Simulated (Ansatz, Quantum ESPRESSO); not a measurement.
# CO2 (Cmce): modes at Γ and the response to a field, part 3 of 4

Which modes does CO2 (Cmce) have at the zone centre?

Quantum ESPRESSO 7.5; DFT LDA, scalar-relativistic, plane waves, GBRV ultrasoft pseudopotentials.

So far. Step 6 (Linear response at Γ): The acoustic modes at Γ come out as far as 12.7 cm⁻¹ from zero, where they should vanish, a sizeable error of basis and grid; the Born charges miss their sum rule by 0.0095 e, which is good. Step 7 (Zone-centre analysis): The rule moves no optical mode by more than 0.1 cm⁻¹. The relaxed cell has a, b, c = 5.112, 4.628, 6.202 Å (conventional setting).

### 8. Sum rules set otherwise (asr no)

Without the rule the raw error of the acoustic modes shows.

File dynmat.in:

```
 &input
    fildyn='g.dyn',
    asr='no',
    fileig='dynmat.eig',
    lperm=.true.,
 /
```

The run is started by

```sh
$ dynmat.x -in dynmat.in > dynmat.out
```

Log:

```text
[banner, memory and clock lines left out]
Program DYNMAT v.7.5

     Reading Dynamical Matrix from file g.dyn
     ...Force constants read
     ...epsilon and Z* read
     A direction for q was not specified:TO-LO splitting will be absent

     Polarizability (A^3 units)
     multiply by 0.710938 for Clausius-Mossotti correction
         5.267065   -0.000000    0.000000
        -0.000000    8.826720    0.000000
         0.000000    0.000000    7.270322

     IR activities are in (D/A)^2/amu units

# mode   [cm-1]    [THz]      IR
    1    -12.73   -0.3816    0.0000
    2    -12.00   -0.3598    0.0000
    3     -9.45   -0.2833    0.0000
    4     66.58    1.9959    0.0000
    5    117.64    3.5269    0.0304
    6    133.22    3.9939    0.0386
    7    137.88    4.1336    0.0000
    8    157.31    4.7159    0.0000
    9    163.00    4.8867    0.0000
   10    175.98    5.2757    0.0000
   11    620.57   18.6041    2.8565
   12    623.11   18.6803    2.4702
   13    626.02   18.7676    2.0940
   14    628.25   18.8344    0.0000
   15   1369.83   41.0664    0.0000
   16   1370.15   41.0760    0.0000
   17   2422.69   72.6305   18.8094
   18   2458.96   73.7177   29.5232

Electronic dielectric permittivity tensor (relative, adimensional)
         1.902166   -0.000000    0.000000
        -0.000000    2.511880    0.000000
         0.000000    0.000000    2.245293

 ... with zone-center polar mode contributions
         2.117798   -0.000000   -0.000000
        -0.000000    2.902070   -0.000000
        -0.000000   -0.000000    2.557612

[end of the log left out, with the tail of the file of modes that dynmat.x writes under the same name]
```

It took 0.47 s on 1 thread of Arm Neoverse V2, shared host.

Zone-centre frequencies as printed; negative means imaginary. Modes:

```csv
mode,frequency (cm⁻¹)
1,-12.73
2,-12
3,-9.45
4,66.58
5,117.6
6,133.2
7,137.9
8,157.3
9,163
10,176
11,620.6
12,623.1
13,626
14,628.2
15,1370
16,1370
17,2423
18,2459
```

Against the first rule no mode moves by more than 12.8 cm⁻¹.

### 9. Sum rules set otherwise: a sum rule for molecules or wires on a crystal

This rule also removes rotations, which suits molecules and not a crystal; it is tried to see the harm.

File dynmat.in:

```
 &input
    fildyn='g.dyn',
    asr='zero-dim',
    fileig='dynmat.eig',
    lperm=.true.,
 /
```

The run is started by

```sh
$ dynmat.x -in dynmat.in > dynmat.out
```

Log:

```text
[banner, memory and clock lines left out]
Program DYNMAT v.7.5

     Reading Dynamical Matrix from file g.dyn
     ...Force constants read
     ...epsilon and Z* read
     Acoustic Sum Rule: || Z*(ASR) - Z*(orig)|| =    2.289484E+00
     Acoustic Sum Rule: ||dyn(ASR) - dyn(orig)||=    4.436417E+00
     A direction for q was not specified:TO-LO splitting will be absent

     Polarizability (A^3 units)
     multiply by 0.710938 for Clausius-Mossotti correction
         5.267065   -0.000000    0.000000
        -0.000000    8.826720    0.000000
         0.000000    0.000000    7.270322

     IR activities are in (D/A)^2/amu units

# mode   [cm-1]    [THz]      IR
    1     -0.00   -0.0000    0.0000
    2     -0.00   -0.0000    0.0000
    3     -0.00   -0.0000    0.0000
    4      0.00    0.0000    0.0000
    5      0.00    0.0000    0.0000
    6      0.00    0.0000    0.0000
    7     83.80    2.5122    0.0043
    8    131.62    3.9458    0.0297
    9    139.53    4.1829    0.0194
   10    160.38    4.8081    0.0001
   11    391.86   11.7478    0.6032
   12    577.02   17.2987    1.5205
   13    624.45   18.7204    1.4296
   14    624.63   18.7258    2.2599
   15   1272.83   38.1584    0.1264
   16   1369.99   41.0713    0.0000
   17   1956.96   58.6683   14.9768
   18   2442.89   73.2359   24.9608

Electronic dielectric permittivity tensor (relative, adimensional)
         1.902166   -0.000000    0.000000
        -0.000000    2.511880    0.000000
         0.000000    0.000000    2.245293

 ... with zone-center polar mode contributions
         2.115394    0.005918    0.004470
         0.005918    2.885046   -0.021358
         0.004470   -0.021358    2.515176

  6) =       0.000003 [THz] =       0.000094 [cm-1]
[end of the log left out, with the tail of the file of modes that dynmat.x writes under the same name]
```

Wall time 0.47 s (1 thread).

The program raised no error, yet the settings are not those of a careful run.

The fault: a sum rule for molecules or wires on a crystal; 3 optical modes are projected out to zero frequency, as if they were rotations.

For a crystal the rule has to be 'simple' or 'crystal'.

Zone-centre frequencies as printed; negative means imaginary. Modes:

```csv
mode,frequency (cm⁻¹)
1,0
2,0
3,0
4,0
5,0
6,0
7,83.8
8,131.6
9,139.5
10,160.4
11,391.9
12,577
13,624.5
14,624.6
15,1273
16,1370
17,1957
18,2443
```

### 10. The LO-TO splitting (1 0 0)

A longitudinal polar mode sets up a macroscopic field that stiffens it; the term hangs on the direction from which q goes to zero.

File dynmat.in:

```
 &input
    fildyn='g.dyn',
    asr='crystal',
    fileig='dynmat.eig',
    q(1)=1.0,
    q(2)=0.0,
    q(3)=0.0,
 /
```

The run is started by

```sh
$ dynmat.x -in dynmat.in > dynmat.out
```

Log:

```text
[banner, memory and clock lines left out]
Program DYNMAT v.7.5

     Reading Dynamical Matrix from file g.dyn
     ...Force constants read
     ...epsilon and Z* read
     Acoustic Sum Rule: || Z*(ASR) - Z*(orig)|| =    6.629553E-03
     Acoustic Sum Rule: ||dyn(ASR) - dyn(orig)||=    3.154939E-04

     Polarizability (A^3 units)
     multiply by 0.710938 for Clausius-Mossotti correction
         5.267065   -0.000000    0.000000
        -0.000000    8.826720    0.000000
         0.000000    0.000000    7.270322

     IR activities are in (D/A)^2/amu units

# mode   [cm-1]    [THz]      IR
    1     -0.00   -0.0000    0.0000
    2     -0.00   -0.0000    0.0000
    3      0.00    0.0000    0.0000
    4     66.58    1.9959    0.0000
    5    117.64    3.5268    0.0304
    6    133.22    3.9939    0.0386
    7    137.88    4.1336    0.0000
    8    157.31    4.7159    0.0000
    9    163.00    4.8867    0.0000
   10    175.98    5.2757    0.0000
   11    623.11   18.6802    2.4714
   12    626.01   18.7674    2.0956
   13    628.25   18.8344    0.0000
   14    654.81   19.6308    2.8586
   15   1369.83   41.0664    0.0000
   16   1370.15   41.0760    0.0000
   17   2422.69   72.6304   18.8127
   18   2458.96   73.7176   29.5289

[end of the log left out, with the tail of the file of modes that dynmat.x writes under the same name]
```

It took 0.47 s on 1 thread.

Read from the output:

```yaml
highest_mode_moved_by_the_lo_to_term: 654.8 cm⁻¹
```

Zone-centre frequencies as printed; negative means imaginary. Modes:

```csv
mode,frequency (cm⁻¹)
1,0
2,0
3,0
4,66.58
5,117.6
6,133.2
7,137.9
8,157.3
9,163
10,176
11,623.1
12,626
13,628.2
14,654.8
15,1370
16,1370
17,2423
18,2459
```

The field moves one mode, from 621 to 655 cm⁻¹; the others stay.

### 11. The LO-TO splitting (0 0 1)

File dynmat.in:

```
 &input
    fildyn='g.dyn',
    asr='crystal',
    fileig='dynmat.eig',
    q(1)=0.0,
    q(2)=0.0,
    q(3)=1.0,
 /
```

The run is started by

```sh
$ dynmat.x -in dynmat.in > dynmat.out
```

Log:

```text
[banner, memory and clock lines left out]
Program DYNMAT v.7.5

     Reading Dynamical Matrix from file g.dyn
     ...Force constants read
     ...epsilon and Z* read
     Acoustic Sum Rule: || Z*(ASR) - Z*(orig)|| =    6.629553E-03
     Acoustic Sum Rule: ||dyn(ASR) - dyn(orig)||=    3.154939E-04

     Polarizability (A^3 units)
     multiply by 0.710938 for Clausius-Mossotti correction
         5.267065   -0.000000    0.000000
        -0.000000    8.826720    0.000000
         0.000000    0.000000    7.270322

     IR activities are in (D/A)^2/amu units

# mode   [cm-1]    [THz]      IR
    1     -0.00   -0.0000    0.0000
    2      0.00    0.0000    0.0000
    3      0.00    0.0000    0.0000
    4     66.58    1.9959    0.0000
    5    119.13    3.5716    0.0245
    6    133.22    3.9939    0.0386
    7    137.88    4.1336    0.0000
    8    157.31    4.7159    0.0000
    9    163.00    4.8867    0.0000
   10    175.98    5.2757    0.0000
   11    620.56   18.6038    2.8586
   12    623.11   18.6802    2.4714
   13    628.25   18.8344    0.0000
   14    646.44   19.3799    1.9232
   15   1369.83   41.0664    0.0000
   16   1370.15   41.0760    0.0000
   17   2458.96   73.7176   29.5289
   18   2472.69   74.1293   18.9910

[end of the log left out, with the tail of the file of modes that dynmat.x writes under the same name]
```

The job ended after 0.47 s (1 thread).

Read from the output:

* highest mode moved by the LO-TO term: 2473 cm⁻¹

Zone-centre frequencies as printed; negative means imaginary. Modes:

```csv
mode,frequency (cm⁻¹)
1,0
2,0
3,0
4,66.58
5,119.1
6,133.2
7,137.9
8,157.3
9,163
10,176
11,620.6
12,623.1
13,628.2
14,646.4
15,1370
16,1370
17,2459
18,2473
```

The field moves 3 modes; the highest of them now lies at 2473 cm⁻¹, where the highest that moved away lay at 2423.

### 12. The LO-TO splitting (1 1 1)

File dynmat.in:

```
 &input
    fildyn='g.dyn',
    asr='crystal',
    fileig='dynmat.eig',
    q(1)=1.0,
    q(2)=1.0,
    q(3)=1.0,
 /
```

The run is started by

```sh
$ dynmat.x -in dynmat.in > dynmat.out
```

Log:

```text
[banners, grids, parts of the stress and lines that vanish by symmetry left out]
[banner, memory and clock lines left out]
Program DYNMAT v.7.5

     Reading Dynamical Matrix from file g.dyn
     ...Force constants read
     ...epsilon and Z* read
     Acoustic Sum Rule: || Z*(ASR) - Z*(orig)|| =    6.629553E-03
     Acoustic Sum Rule: ||dyn(ASR) - dyn(orig)||=    3.154939E-04

     Polarizability (A^3 units)
     multiply by 0.710938 for Clausius-Mossotti correction
         5.267065   -0.000000    0.000000
        -0.000000    8.826720    0.000000
         0.000000    0.000000    7.270322

     IR activities are in (D/A)^2/amu units

# mode   [cm-1]    [THz]      IR
    1     -0.00   -0.0000    0.0000
    2     -0.00   -0.0000    0.0000
[...]
17   2431.37   72.8906   20.2465
   18   2493.30   74.7474   28.2629

[end of the log left out, with the tail of the file of modes that dynmat.x writes under the same name]
```

It took 0.47 s on 1 thread.

Numbers from this step:

```
highest mode moved by the LO-TO term : 2493 cm⁻¹
```

Zone-centre frequencies as printed; negative means imaginary. Modes:

```csv
mode,frequency (cm⁻¹)
1,0
2,0
3,0
4,66.58
5,118.1
6,133.8
7,137.9
8,157.3
9,163
10,176
11,621.7
12,624.9
13,628.2
14,647.7
15,1370
16,1370
17,2431
18,2493
```

The field moves 7 modes; the highest of them now lies at 2493 cm⁻¹, where the highest that moved away lay at 2459.

### 13. A second program

The same cell goes through another code, with its own cutoff. The potentials differ. Its k mesh is centred on Γ.

This step: DFT LDA, scalar-relativistic, plane waves, PseudoDojo norm-conserving pseudopotentials (Ansatz 0.2.0).

File input.yaml:

```yaml
crystal:
  lattice:
    - [2.555845175, -2.314156801, 0.0]
    - [2.555845175, 2.314156801, 0.0]
    - [0.0, 0.0, 6.202040703]
  atoms:
    - { symbol: C, position: [0.0, 0.0, 0.0] }
    - { symbol: C, position: [0.5, 0.5, 0.5] }
    - { symbol: O, position: [0.7960794317, 0.2039205683, 0.8904834392] }
    - { symbol: O, position: [0.2039205683, 0.7960794317, 0.1095165608] }
    - { symbol: O, position: [0.7039205683, 0.2960794317, 0.3904834392] }
    - { symbol: O, position: [0.2960794317, 0.7039205683, 0.6095165608] }
kpoints:
  mp_grid: { grid: [8, 8, 4] }
hamiltonian:
  xc: lda
  pseudopotentials: { kind: nc, accuracy: standard }
scf:
  occupations: { method: fixed }
output:
  eigenvalues: true
phonons:
  method: dfpt
  dielectric: true
  rigid_motions: translations
```

The run is started by

```sh
$ ansatz run input.yaml --threads 4 --pin off --max-ram 16384MiB --backend cpu --events-out ev --progress --plain --runs-dir out
```

Log:

```text
Engine: ansatz 0.2.0, aarch64-unknown-linux-gnu
Pseudopotentials: kind: nc
Pseudopotential: C, nc, valence charge 4, recommended cutoff 1115.666836 eV (normal), C.nc.azcp (PseudoDojo's, or run here from an input of PseudoDojo's; its table is named by hamiltonian.pseudopotentials.accuracy)
Pseudopotential: O, nc, valence charge 6, recommended cutoff 1142.878222 eV (normal), O.nc.azcp (PseudoDojo's, or run here from an input of PseudoDojo's; its table is named by hamiltonian.pseudopotentials.accuracy)
Functional definition: SPW92
  exchange = slater_x
  correlation = pw_c
Crystal: 6 atoms, lattice volume = 73.366 Å³
Basis set: ecut = 1142.878222 eV, 6473 PW (Γ), exchange–correlation on 80×80×144 points (8 copies of the dense FFT grid, shifted against one another)
Bands: 22, of which v1, the nominal top of the filled ones, is band 16 counted from 1 (15 counted from 0)
Symmetry: 8 space group operations
k-points: 132 of 256 (irreducible under 1 space group operation, time reversal used)
Non-local potential: C, projectors of the file, l = 0: 2, l = 1: 2
Non-local potential: O, projectors of the file, l = 0: 2, l = 1: 2, l = 2: 1
Initial density: superposition of atomic densities (chi_scale 0.1, normalization cell, long waves kept (reshape's long-wave potential 0.02 eV rms))
Initial wavefunctions: pseudopotential atomic-orbital guess
Functional: x = slater, c = lda
SCF iter   1: F=—  HF=-2125.542086 eV  |F-HF|=—  |Δ(HF+E_count)|=         —  Δρ=1.13e-1  dr2=6.01e0  ethr=3.10e-3  ⟨swp⟩=4.0  Hψ=15063  notcnv=0  defer=407
preconditioner: auto → none  [insulator: Δε(μ)=7.339 eV  Ē_g=16.656 eV  n_scr=16 (ndim 8)  ℏωp=24.5 eV  f_vac=0.000  ε∞_Penn≈3.2]
SCF iter   2: F=—  HF=-2123.548861 eV  |F-HF|=—  |Δ(HF+E_count)|=    1.99e0  Δρ=5.31e-2  dr2=9.18e-1  ethr=3.10e-3  ⟨swp⟩=3.0  Hψ=6957  notcnv=0  defer=495
SCF iter   3: F=—  HF=-2123.317209 eV  |F-HF|=—  |Δ(HF+E_count)|=   2.32e-1  Δρ=2.15e-2  dr2=2.00e-1  ethr=2.87e-3  ⟨swp⟩=3.0  Hψ=5441  notcnv=0  defer=499
SCF iter   4: F=—  HF=-2123.264334 eV  |F-HF|=—  |Δ(HF+E_count)|=   5.29e-2  Δρ=8.25e-3  dr2=2.02e-2  ethr=6.24e-4  ⟨swp⟩=1.9  Hψ=4202  notcnv=0  defer=430
SCF iter   5: F=—  HF=-2123.258643 eV  |F-HF|=—  |Δ(HF+E_count)|=   5.69e-3  Δρ=1.22e-3  dr2=3.68e-4  ethr=6.32e-5  ⟨swp⟩=2.9  Hψ=4994  notcnv=0  defer=528
SCF iter   6: F=—  HF=-2123.258542 eV  |F-HF|=—  |Δ(HF+E_count)|=   1.00e-4  Δρ=2.16e-4  dr2=1.59e-5  ethr=1.15e-6  ⟨swp⟩=2.3  Hψ=4545  notcnv=0  defer=524
SCF iter   7: F=—  HF=-2123.258539 eV  |F-HF|=—  |Δ(HF+E_count)|=   3.38e-6  Δρ=5.15e-5  dr2=8.27e-7  ethr=4.96e-8  ⟨swp⟩=2.8  Hψ=4867  notcnv=0  defer=208
SCF iter   8: F=—  HF=-2123.258528 eV  |F-HF|=—  |Δ(HF+E_count)|=   1.11e-5  Δρ=1.06e-5  dr2=3.72e-8  ethr=2.58e-9  ⟨swp⟩=2.3  Hψ=4692  notcnv=0  defer=202
SCF iter   9: F=—  HF=-2123.258528 eV  |F-HF|=—  |Δ(HF+E_count)|=   1.90e-8  Δρ=8.27e-7  dr2=2.31e-10  ethr=1.16e-10  ⟨swp⟩=2.1  Hψ=4773  notcnv=0  defer=202
SCF iter  10: F=-2123.258528 eV  HF=-2123.258528 eV  |F-HF|=2.73e-12  |Δ(HF+E_count)|=  8.00e-11  Δρ=1.46e-7  dr2=4.57e-12  ethr=1.00e-12  ⟨swp⟩=15.3  Hψ=22496  notcnv=0
SCF 1 converged in 10 iterations: F = -2123.258528 eV  dr2 = 4.57e-12
NSCF: frozen V_eff on 2 k-points
DFPT response loops at Γ: preconditioner auto → none (the input reference at scf.mixing.eps_inf says where Resta's filter doesn't serve); β = 0.50; Broyden in place of MSR1
SCF converged after 10 iterations
Free energy (F): -2123.258528 eV
Harris-Foulkes:  -2123.258528 eV  (|F-HF|=2.73e-12)
Internal energy: -2123.258528 eV  (E = F + TS)
E sigma→0 (E₀):  -2123.258528 eV
Fermi energy:    -0.666951 eV
--- Per-component energies (eV) ---
  E_band       = -262.072238
  E_kinetic    = 1420.743283
  E_local      = -2146.033574  (includes V_loc(G=0)·N_el)
  E_nonlocal   = -305.757180
  E_hartree    = 696.521646
  E_xc         = -557.239848
  E_vxc        = -624.068043  (∫ρ·V_xc dr)
  E_ewald      = -1231.492855
  E_smearing   = -0.000000  (= −TS)
  E_closure    = 0.000000  (closes the sum)
  Σ components = -2123.258528   (vs F -2123.258528, Δ=0.00e0)
--- Band table (eV; the first three rows and the last of 132) ---
  k-point 0: bands = [... 12 lower, -1.9832, -1.9660, -1.4741, -1.3676, 5.8398, 5.9340, 6.7138, 6.8519, ... 2 higher]
  k-point 1: bands = [... 12 lower, -1.9101, -1.8723, -1.5508, -1.4416, 6.0592, 6.1428, 6.7050, 6.9578, ... 2 higher]
  k-point 2: bands = [... 12 lower, -1.7323, -1.7323, -1.6488, -1.6488, 6.3716, 6.3716, 6.9983, 6.9983, ... 2 higher]
  k-point 131: bands = [... 12 lower, -1.6087, -1.6087, -1.0671, -1.0671, 7.5784, 7.5784, 8.1928, 8.1928, ... 2 higher]
--- Phonons (Γ-DFPT): 6 representative perturbations + reference, on 132 of 256 k-points (Σ response iterations 18) ---
  k mesh reduced under 1 symmetry operation, with k and −k counted as one. Each operation leaves every solved perturbation unchanged. A smaller set is not considered because the run solves the response to a homogeneous field
  ASR residual: 9.272e-5 → 0.000e0 eV/Å²; symmetrization residual: 2.167e-6 eV/Å²
  ASR residual per site (eV/Å²): 7.27e-5 7.27e-5 9.27e-5 9.27e-5 9.27e-5 9.27e-5
  Γ frequencies (cm⁻¹): 0.00 0.00 0.00 67.88 117.56 132.06 149.17 166.96 172.84 184.71 625.52 628.30 630.91 633.24 1343.06 1343.30 2342.35 2378.42
  ε∞ (high-frequency dielectric tensor):
        1.895935     0.000000     0.000000
        0.000000     2.507665     0.000000
        0.000000     0.000000     2.240640
  ε⁰ (static dielectric tensor: ions relaxed, cell fixed):
        2.112908     0.000000    -0.000000
        0.000000     2.906024    -0.000000
       -0.000000    -0.000000     2.557585
  ε⁰ − ε∞ (ionic part):
        0.216973     0.000000    -0.000000
        0.000000     0.398359    -0.000000
       -0.000000    -0.000000     0.316946
  softest optical mode at Γ: 67.88 cm⁻¹; the repairs (sum rule, projections) moved no ω² at Γ by more than (1.82 cm⁻¹)²
  Born effective charges Z* (e; rows j = field, columns β = displacement):
    site 0:
         0.74344    0.00000    0.00000
        -0.00000    2.27043   -0.78520
        -0.00000   -1.08797    1.59811
    site 1:
         0.74344    0.00000    0.00000
        -0.00000    2.27043    0.78520
         0.00000    1.08797    1.59811
    site 2:
        -0.37172   -0.00000    0.00000
         0.00000   -1.13522    0.47991
        -0.00000    0.62279   -0.79905
    site 3:
        -0.37172    0.00000    0.00000
         0.00000   -1.13522    0.47991
        -0.00000    0.62279   -0.79905
    site 4:
        -0.37172    0.00000    0.00000
         0.00000   -1.13522   -0.47991
        -0.00000   -0.62279   -0.79905
    site 5:
        -0.37172   -0.00000    0.00000
         0.00000   -1.13522   -0.47991
        -0.00000   -0.62279   -0.79905
  Z* charge neutrality: 4.564e-5 e pre-enforcement
  k-mesh period / interband length: 24.8 Å / 0.85 Å = 29.19 at k = (-0.5000, -0.5000, 0.0000), direct gap 7.510 eV — 14 or more, which is no proof of convergence
  optical modes at Γ without the LO–TO term, one row a degenerate level:
      ω (cm⁻¹)  modes    IR ((D/Å)²/amu)
         67.88      1             0.0000
        117.56      1             0.0309
        132.06      1             0.0395
        149.17      1             0.0000
        166.96      1             0.0000
        172.84      1             0.0000
        184.71      1             0.0000
        625.52      1             2.9202
        628.30      1             2.5368
        630.91      1             2.1367
        633.24      1             0.0000
       1343.06      1             0.0000
       1343.30      1             0.0000
[...]
optical modes at Γ + LO–TO along q̂ = [1.0000, 0.0000, 0.0000]:
      ω (cm⁻¹)  modes    IR ((D/Å)²/amu)
[...]
optical modes at Γ + LO–TO along q̂ = [0.0000, 1.0000, 0.0000]:
      ω (cm⁻¹)  modes    IR ((D/Å)²/amu)
[...]
optical modes at Γ + LO–TO along q̂ = [0.0000, 0.0000, 1.0000]:
      ω (cm⁻¹)  modes    IR ((D/Å)²/amu)
[...]
149.17      1             0.0000
        166.96      1             0.0000
        172.84      1             0.0000
        184.71      1             0.0000
        625.52      1             2.9202
        628.30      1             2.5368
        633.24      1             0.0000
        651.59      1             1.9544
       1343.06      1             0.0000
       1343.30      1             0.0000
       2378.42      1            28.3570
       2392.24      1            18.2993
```

Run time: 2.7 min. Hardware: 4 threads; peak memory 3 GiB.

Numbers from this step:

- gap on the k-mesh: 6.507 eV
- sum-rule residual before enforcement: 9.27e-5 eV/Å²
- miss of the charge sum rule: 4.56e-5 e
- highest optical zone-centre mode (no LO-TO term): 2378 cm⁻¹
- lowest optical zone-centre mode: 67.88 cm⁻¹
- mean high-frequency dielectric constant: 2.215
- largest Born charge in size (third of the trace): 1.537 e
- highest mode moved by the LO-TO term: 2447 cm⁻¹

Transverse modes. Lines of the infrared spectrum (strongest = 100):

```csv
position (cm⁻¹),lines merged,"IR intensity ((D/Å)²/amu), degenerate modes summed, relative"
68,1,0.0
118,1,0.1
132,1,0.1
149,1,0.0
167,1,0.0
173,1,0.0
185,1,0.0
626,1,10
628,1,8.9
631,1,7.5
633,1,0.0
1343,2,0.0
2342,1,64
2378,1,100
```

### 14. The two compared: QE GBRV and Ansatz, PseudoDojo

Worked out from the results:

| Item | Value |
| --- | --- |
| root-mean-square difference | 31.49 cm⁻¹ |
| largest difference | 80.54 cm⁻¹ |

The 12 of 15 modes that differ most. Frequencies side by side:

```csv
q (reciprocal lattice),mode,QE GBRV (cm⁻¹),"Ansatz, PseudoDojo (cm⁻¹)"
0 0 0,7,137.9,149.2
0 0 0,8,157.3,167
0 0 0,9,163,172.8
0 0 0,10,176,184.7
0 0 0,11,620.6,625.5
0 0 0,12,623.1,628.3
0 0 0,13,626,630.9
0 0 0,14,628.2,633.2
0 0 0,15,1370,1343
0 0 0,16,1370,1343
0 0 0,17,2423,2342
0 0 0,18,2459,2378
```

The two runs side by side. Further quantities:

```csv
quantity,QE GBRV,"Ansatz, PseudoDojo"
mean ε∞,2.22,2.215
"largest Born charge in size (e; the first before, the second after the charge sum rule)",1.55,1.537
summed IR intensity ((D/Å)²/amu),55.84,54.13
```

At the zone centre the largest difference (acoustic modes at Γ apart) is 3 % of the highest mode.

(Continued in part 4 of 4.)

[Host names and launcher messages were left out of these logs when they were recorded.]

[Logs are printed without paths, hosts, clocks, repeated set-up lines and the standing remarks that a program may print on its own settings, such as how far it seeks lower states.]

[Hosts, paths, dates, database ids (printed as entryN), source tags and the programs' standing remarks are cut or masked in the printed files.]
